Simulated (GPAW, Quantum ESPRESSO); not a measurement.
The Y L₃ edge of atom 1 in YSe (Fm-3m), with 6 Se at 2.85 Å (octahedral, site symmetry m-3m), was computed in 2 ways: excited-electron core hole (neutral cell) and no core hole. Program and functional: Quantum ESPRESSO XSpectra, LDA, Lorentzian half width 0.75 eV up to 4 eV, rising linearly to 1.75 eV at 25 eV (not a setting of the program: the run's 0.4 eV curve was folded afterwards with a further Lorentzian); cells of 2 and 8 atoms (the run without a hole in the smaller).

Each run is counted from its own lowest empty level or Fermi level and scaled to a mean of 1 over its first 20 eV.

```
E (eV)  run 1  run 2
  -2.0   0.34   0.18
  -1.4   0.52   0.25
  -0.8   0.90   0.37
  -0.2   1.83   0.63
   0.4   2.91   1.01
   1.0   2.83   1.43
   1.6   2.78   1.96
   2.2   2.65   2.50
   2.8   2.00   2.57
   3.4   1.39   2.19
   4.0   1.12   1.52
   4.6   0.91   1.14
   5.2   0.78   1.05
   5.8   0.78   0.98
   6.4   0.83   1.01
   7.0   0.85   1.07
   7.6   0.84   1.06
   8.2   0.76   0.96
   8.8   0.67   0.84
   9.4   0.61   0.72
  10.0   0.63   0.69
  10.6   0.63   0.74
  11.2   0.59   0.73
  11.8   0.57   0.68
  12.4   0.56   0.62
  13.0   0.54   0.58
  13.6   0.55   0.58
  14.2   0.59   0.62
  14.8   0.65   0.67
  15.4   0.69   0.71
  16.0   0.68   0.73
  16.6   0.64   0.71
  17.2   0.59   0.68
  17.8   0.56   0.64
  18.4   0.54   0.60
  19.0   0.52   0.57
  19.6   0.52   0.56
  20.2   0.53   0.55
  20.8   0.53   0.55
  21.4   0.52   0.55
  22.0   0.52   0.55
  22.6   0.52   0.56
  23.2   0.54   0.58
  23.8   0.57   0.60
  24.4   0.60   0.61
  25.0   0.63   0.63
  25.6   0.65   0.65
  26.2   0.66   0.67
  26.8   0.63   0.67
  27.4   0.59   0.66
  28.0   0.56   0.64
  28.6   0.53   0.61
  29.2   0.52   0.59
  29.8   0.51   0.58
  30.4   0.49   0.56
  31.0   0.47   0.54
  31.6   0.45   0.51
```

Q: Which run is which?

Run 1: excited-electron core hole (neutral cell) (area from −2 to 6 eV 12.9, main maxima 0.5 eV (3.00), 1.7 eV (2.80), 7.1 eV (0.85) and 15.6 eV (0.69)). Run 2: no core hole (area from −2 to 6 eV 10.5, main maxima 2.5 eV (2.61), 7.2 eV (1.08), 10.8 eV (0.74) and 16.0 eV (0.73)). With each curve scaled to its own mean, the area from −2 to 6 eV with the hole is 12.9 against 10.5, and the centre of weight from −1 to 20 eV moves by -1.1 eV: the hole pulls the absorber's empty states down.

[Banner, clock and machine lines of the logs are left out without a mark of their own.]

[Logs are printed without paths, hosts, clocks, repeated set-up lines and the standing remarks that a program may print on its own settings, such as how far it seeks lower states.]

[Hosts, paths, dates, database ids (printed as entryN), source tags and the programs' standing remarks are cut or masked in the printed files.]

[Lists of maxima count a maximum above −3 eV only where it reaches 4 % of the highest in the window and stands out from its surroundings by 2 % of it (1.5 % where it reaches 55 %); shoulders and weaker maxima are passed over, and of the rest the first, up to two pre-edge ones and the few strongest are named.]
